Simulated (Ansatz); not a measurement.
# How C absorbs and reflects light, part 2 of 2

What colour and refractive index does C have at this level of theory?

Ansatz 0.2.0; DFT, PBE, plane-wave PAW, default files, scalar-relativistic, independent-particle optical response without local fields.

So far. Step 2 (Ground state and bands): There is a gap, 4.16 eV on the path, so no carriers' term is needed. The cell is left with a pressure of 1.8 GPa, as it stands unrelaxed at this level.

**3. Spectrum**

The spectrum is a sum over vertical transitions between filled and empty bands at the fixed density, so many empty bands are needed.

This step: DFT, PBE, plane-wave PAW, default files, scalar-relativistic, independent-particle optical response without local fields (Ansatz 0.2.0).

input.yaml

```yaml
crystal:
  lattice:
    - [0.0, 1.78337, 1.78337]
    - [1.78337, 0.0, 1.78337]
    - [1.78337, 1.78337, 0.0]
  atoms:
    - { symbol: C, position: [0.75, 0.75, 0.75] }
    - { symbol: C, position: [0.5, 0.5, 0.5] }
kpoints:
  mp_grid: { grid: [11, 11, 11] }
scf:
  occupations: { method: fixed }
hamiltonian:
  xc: pbe
  pseudopotentials: { kind: paw }
output:
  optics:
    e_range: [0, 20]
    de: 0.05
    sigma: 0.15
    nscf_kmesh: { grid: [12, 12, 12] }
    bands: { spectra_wanted_up_to: 20 }
```

The run is started by

```sh
> ansatz run input.yaml --threads 4 --pin off --max-ram 8192MiB --backend cpu --events-out ev --progress --plain --runs-dir out
```

Log:

```text
[...]
Crystal: 2 atoms, lattice volume = 11.344 Å³
Basis set: ecut = 420 eV, 229 PW (Γ)
Bands: 8, of which v1, the nominal top of the filled ones, is band 4 counted from 1 (3 counted from 0)
Symmetry: 48 space group operations
[...]
k-points: 56 of 1331
[...]
SCF iter   1: F=—  HF=-501.615339 eV  |F-HF|=—  |Δ(HF+E_count)|=         —  Δρ=1.77e-3  dr2=9.64e-5  ethr=1.77e-3  ⟨swp⟩=3.9  Hψ=2647  notcnv=0  defer=88
[...]
SCF iter   7: F=-501.615474 eV  HF=-501.615474 eV  |F-HF|=1.14e-13  |Δ(HF+E_count)|=  2.61e-12  Δρ=6.44e-8  dr2=3.05e-13  ethr=1.00e-12  ⟨swp⟩=3.1  Hψ=1580  notcnv=0
SCF 1 converged in 7 iterations: F = -501.615474 eV  dr2 = 3.05e-13
[...]
NSCF: frozen V_eff on 72 k-points
[...]
output.optics: what the bands over the 13 summed would add to eps1, eps2 and the energy-loss function is held between a lower and an upper bound (4 Lanczos steps). eps1, eps2 and their loss function (loss_summed_bands) are given on every row as the summed bands alone make them. Along an axis, on a row where the two bounds hold the loss function to about 1 % of the greater of itself and 0.5 % of |1/eps|, its cell (loss_completed) is given, with the completed eps1 and eps2 that it is formed of (a cell that is left empty reads nan in the table and null in the record). The two bounds hold it so along every axis on all 401 rows up to 20.000 eV. [rest of the remark cut]
SCF converged after 7 iterations
Free energy (F): -501.615474 eV
[...]
Internal energy: -501.615474 eV  (E = F + TS)
E sigma→0 (E₀):  -501.615474 eV
Fermi energy:    13.316472 eV
[...]
--- Band table (eV; the first three rows and the last of 56) ---
[...]
```

Run time: 1.5 s. Hardware: 4 threads of Intel Xeon Platinum 8488C (Sapphire Rapids), shared host; peak memory 0.52 GiB; 4.8 s of CPU time.

Numbers from this step:

```
electronic dielectric constant ε∞, mean of the axes                                   : 5.958
absorption onset, first axis (α over 10⁴ cm⁻¹, or the direct gap if that lies higher) : 5.594 eV
main peak of Im epsilon, first axis                                                   : 11.13 eV
least direct gap on the mesh                                                          : 5.594 eV
bands summed                                                                          : 13
spectra valid up to                                                                   : 27.04 eV
program's estimate of the k-sum error in Im epsilon                                   : 0.16 %
electrons in the f-sum                                                                : 6.918
```

The Im ε, any direction by photon energy; read off at these points:

| photon energy (eV) | Im ε, any direction |
| --- | --- |
| 5.00 | 0 |
| 5.50 | 0.129 |
| 6.00 | 1.88 |
| 6.50 | 2.62 |
| 7.00 | 3.11 |
| 7.50 | 3.54 |
| 8.00 | 3.99 |
| 8.50 | 4.53 |
| 9.00 | 5.22 |
| 9.50 | 6.15 |
| 10.00 | 7.55 |
| 10.50 | 10.2 |
| 11.00 | 26.0 |
| 11.15 | 31.2 |
| 11.50 | 18.1 |
| 12.00 | 11.8 |
| 12.50 | 8.92 |
| 13.00 | 7.19 |
| 13.50 | 6.20 |
| 14.00 | 5.62 |
| 14.50 | 5.17 |
| 15.00 | 4.29 |
| 15.50 | 3.90 |
| 16.00 | 3.32 |
| 16.50 | 2.83 |
| 17.00 | 2.43 |
| 17.50 | 2.10 |
| 18.00 | 1.80 |
| 18.50 | 1.54 |
| 19.00 | 1.31 |
| 19.50 | 1.15 |
| 20.00 | 1.00 |

Re ε, any direction against photon energy:

```
photon energy (eV)  Re ε, any direction
               0.0                 5.96
               0.5                 5.97
               1.0                 6.00
               1.5                 6.06
               2.0                 6.15
               2.5                 6.27
               3.0                 6.42
               3.5                 6.62
               4.0                 6.89
               4.5                 7.25
               5.0                 7.79
               5.5                 8.97
               6.0                 9.38
               6.5                 9.08
               7.0                 8.95
               7.5                 8.95
               8.0                 9.08
               8.5                 9.33
               9.0                 9.72
               9.5                 10.3
              10.0                 11.3
              10.5                 13.5
              11.0                 16.2
              11.5                -6.20
              12.0                -5.54
              12.5                -4.81
              13.0                -4.15
              13.5                -3.55
              14.0                -3.23
              14.5                -3.30
              15.0                -3.15
              15.5                -3.08
              16.0                -2.98
              16.5                -2.77
              17.0                -2.55
              17.5                -2.34
              18.0                -2.12
              18.5                -1.91
              19.0                -1.68
              19.5                -1.44
              20.0                -1.22
```

The refractive index n and extinction k by photon energy:

```
photon energy (eV)      n       k
               0.0   2.44       0
               0.5   2.44       0
               1.0   2.45       0
               1.5   2.46       0
               2.0   2.48       0
               2.5   2.50       0
               3.0   2.53       0
               3.5   2.57       0
               4.0   2.62       0
               4.5   2.69       0
               5.0   2.79       0
               5.5   3.00  0.0216
               6.0   3.08   0.305
               6.5   3.04   0.431
               7.0   3.03   0.512
               7.5   3.05   0.580
               8.0   3.08   0.648
               8.5   3.14   0.722
               9.0   3.22   0.811
               9.5   3.34   0.920
              10.0   3.53    1.07
              10.5   3.90    1.31
              11.0   4.84    2.68
              11.5   2.54    3.56
              12.0   1.94    3.05
              12.5   1.63    2.73
              13.0   1.44    2.50
              13.5   1.34    2.31
              14.0   1.27    2.20
              14.5   1.19    2.17
              15.0   1.04    2.06
              15.5  0.972    2.01
              16.0  0.861    1.93
              16.5  0.772    1.83
              17.0  0.698    1.74
              17.5  0.634    1.65
              18.0  0.575    1.57
              18.5  0.523    1.48
              19.0  0.475    1.38
              19.5  0.448    1.28
              20.0  0.423    1.18
```

The loss function −Im 1/ε at q → 0, any direction by energy loss; read off at these points:

```
energy loss (eV)  loss function −Im 1/ε at q → 0, any direction
             5.0                                              0
             5.5                                        0.00160
             6.0                                         0.0205
             6.5                                         0.0294
             7.0                                         0.0346
             7.5                                         0.0382
             8.0                                         0.0406
             8.5                                         0.0421
             9.0                                         0.0429
             9.5                                         0.0426
            10.0                                         0.0407
            10.5                                         0.0358
            11.0                                         0.0277
            11.5                                         0.0494
            12.0                                         0.0693
            12.5                                         0.0868
            13.0                                          0.104
            13.5                                          0.122
            14.0                                          0.134
            14.5                                          0.137
            15.0                                          0.152
            15.5                                          0.158
            16.0                                          0.167
            16.5                                          0.181
            17.0                                          0.196
            17.5                                          0.213
            18.0                                          0.232
            18.5                                          0.257
            19.0                                          0.289
            19.5                                          0.338
            20.0                                          0.402
```

Reflectivity at normal incidence, any direction against photon energy; read off at these points:

```csv
photon energy (eV),"reflectivity at normal incidence, any direction (%)"
0.0,17.5
1.0,17.7
2.0,18.1
3.0,18.8
4.0,20.1
5.0,22.3
6.0,26.4
7.0,26.6
8.0,27.8
9.0,30.3
10.0,34.8
11.0,53.1
11.4,60.7
12.0,56.8
13.0,52.7
14.0,49.2
15.0,50.4
16.0,52.0
17.0,52.9
18.0,53.4
18.8,53.6
19.0,53.4
20.0,50.6
```

From ε follow the optical constants at some laser lines:

```csv
wavelength (nm),n,k,R (%),1/α
1550,2.45,0.000,17.6,over 1 mm
1064,2.45,0.000,17.7,over 1 mm
800,2.46,0.000,17.9,over 1 mm
633,2.48,0.000,18.1,over 1 mm
405,2.54,0.000,18.9,over 1 mm
365,2.56,0.000,19.3,over 1 mm
308,2.63,0.000,20.1,over 1 mm
```

A film 1 µm thick would pass 69 % of daylight and look colourless, dimmed by reflection in transmission (x = 0.314, y = 0.330).

The first strong peak, at 11.13 eV, fits the highest filled and the lowest empty band, which run nearly parallel at that distance over 100 % of L–U; the match rests on energies alone.

The f-sum over the summed bands holds 6.9 of the cell's 8 electrons outside the frozen cores, 2 of which lie in bands more than 12 eV below the Fermi level, whose transitions come at higher energies. Up to 20 eV the strength has a mean oscillator energy of 11.5 eV, close to the main peak.

**4. Static response with local fields**

Perturbation theory gives the static response with local fields and the functional's kernel, and it needs no empty bands.

This step: DFT, PBE, plane-wave PAW, default files, scalar-relativistic, static field response by perturbation theory with local fields (Ansatz 0.2.0).

input.yaml, the sections that differ from step 3:

```yaml
dielectric: {}
# crystal, kpoints, scf, hamiltonian: as in step 3
# output: removed
```

Log:

```text
[...]
Crystal: 2 atoms, lattice volume = 11.344 Å³
Basis set: ecut = 420 eV, 229 PW (Γ), exchange–correlation on 40×40×40 points (8 copies of the dense FFT grid, shifted against one another)
Bands: 8, of which v1, the nominal top of the filled ones, is band 4 counted from 1 (3 counted from 0)
Symmetry: 48 space group operations
k-points: 126 of 1331 (irreducible under 8 space group operations, time reversal used)
[...]
SCF iter   1: F=—  HF=-501.615356 eV  |F-HF|=—  |Δ(HF+E_count)|=         —  Δρ=1.77e-3  dr2=9.57e-5  ethr=1.77e-3  ⟨swp⟩=3.9  Hψ=5948  notcnv=0  defer=209
[...]
SCF iter   6: F=-501.615476 eV  HF=-501.615476 eV  |F-HF|=2.16e-12  |Δ(HF+E_count)|=  4.37e-10  Δρ=5.06e-7  dr2=1.45e-11  ethr=1.25e-12  ⟨swp⟩=4.1  Hψ=3895  notcnv=0
SCF 1 converged in 6 iterations: F = -501.615476 eV  dr2 = 1.45e-11
[...]
DFPT response loops at Γ: preconditioner auto → none (the input reference at scf.mixing.eps_inf says where Resta's filter doesn't serve); β = 0.50; Broyden in place of MSR1
── the response to a field inside a basis, on 12×12×12 k-points: an SCF that follows is theirs, and a resumed run solves both again ──
Bands: 5, of which v1, the nominal top of the filled ones, is band 4 counted from 1 (3 counted from 0)
k-points: 182 of 1728 (irreducible under 12 space group operations)
[...]
Eigensolver: Dense (182 Hₖ)
SCF iter   1: F=—  HF=-501.619791 eV  |F-HF|=—  |Δ(HF+E_count)|=         —  Δρ=7.85e-4  dr2=1.02e-5  ethr=1.00e-1
[...]
SCF iter   3: F=-501.619804 eV  HF=-501.619804 eV  |F-HF|=1.53e-8  |Δ(HF+E_count)|=   3.60e-6  Δρ=2.27e-5  dr2=8.92e-9  ethr=2.88e-8
SCF 1 converged in 3 iterations: F = -501.619804 eV  dr2 = 8.92e-9
[...]
SCF converged after 6 iterations
Free energy (F): -501.615476 eV
[...]
Internal energy: -501.615476 eV  (E = F + TS)
E sigma→0 (E₀):  -501.615476 eV
Fermi energy:    13.316468 eV
[...]
--- Band table (eV; the first three rows and the last of 126) ---
[...]
--- Dielectric response (ions clamped): 3 representative field directions + reference, inside a basis on a mesh of 1728 k-points (Σ response iterations 12) ---
  ε∞ (high-frequency dielectric tensor):
        5.843959    -0.000000    -0.000000
       -0.000000     5.843959     0.000000
       -0.000000     0.000000     5.843959
  Born effective charges Z* (e; rows j = field, columns β = displacement):
    site 0:
        -0.00000    0.00000    0.00000
         0.00000   -0.00000   -0.00000
         0.00000   -0.00000   -0.00000
    site 1:
         0.00000   -0.00000   -0.00000
        -0.00000    0.00000    0.00000
        -0.00000    0.00000    0.00000
  Z* charge neutrality: 6.426e-4 e pre-enforcement
  solved inside a basis spanned on kpoints, on 12×12×12 k-points, its susceptibility summed on 16×16×16: ε∞ is read to err by 1.6e-2, Z* by 4.5e-3 e (field_mesh: kpoints solves on kpoints)
```

Wall time 4.1 s (4 threads); peak memory 0.53 GiB; 15 s of CPU time.

Read from the output:

* electronic dielectric constant ε∞, mean of the axes: 5.844

ε∞ with local fields:

```
5.84 0.00 0.00
0.00 5.84 0.00
0.00 0.00 5.84
```

Diagonal elements. Born, by row:

```csv
atom,Z*xx (e),Z*yy (e),Z*zz (e)
C1,0,0,0
C2,0,0,0
```

The ε∞ with local fields is isotropic, 5.84.

**5. Summary of results**

```
gap on the path                                                                         : 4.16 eV
least direct gap on the path                                                            : 5.59 eV
electronic dielectric constant ε∞, mean of the axes (independent particles)             : 5.96
absorption onset, first axis (α over 10⁴ cm⁻¹, or the direct gap if that lies higher)   : 5.59 eV
main peak of Im epsilon, first axis                                                     : 11.1 eV
electronic dielectric constant ε∞, mean of the axes (static response with local fields) : 5.84
```

At this level (PBE, independent particles) C has ε∞ = 5.96 (5.84 with local fields) and n = 2.45 at 1550 nm; absorption sets in near 5.6 eV, and Im ε peaks at 11.1 eV. The gap is indirect (4.16 eV), so absorption without phonons can begin only at the direct gap of 5.59 eV. Lines 0.15 eV wide carry a tail of absorption under the direct gap, past the threshold already at 5.49 eV. Absorption is strong from the direct gap on, 5.59 eV, in the ultraviolet, so the visible is passed. The first strong peak, at 11.13 eV, fits the highest filled and the lowest empty band, which run nearly parallel at that distance over 100 % of L–U; the match rests on energies alone. A film 1 µm thick would pass 69 % of daylight and look colourless, dimmed by reflection in transmission (x = 0.314, y = 0.330). With local fields and the functional's kernel the static response is 5.84 against 5.96 for independent particles (-2 %). In the base spectrum excitons and phonon-assisted transitions are missing, and so are local fields; PBE gaps are as a rule too small, which pulls the onset down and ε∞ up. In the base run ε includes the program's bounded estimate of what the bands above those summed add.

[Long decimals in the printed logs are rounded to 6 places.]

[Logs are printed without paths, hosts, clocks, repeated set-up lines and the standing remarks that a program may print on its own settings, such as how far it seeks lower states.]

[Hosts, paths, dates, database ids (printed as entryN), source tags and the programs' standing remarks are cut or masked in the printed files.]

[Where the starting crystal was built by hand or by swapping elements, it need not be the compound's stable phase.]

[The count of steps not shown may lack steps that the program refused or didn't finish.]
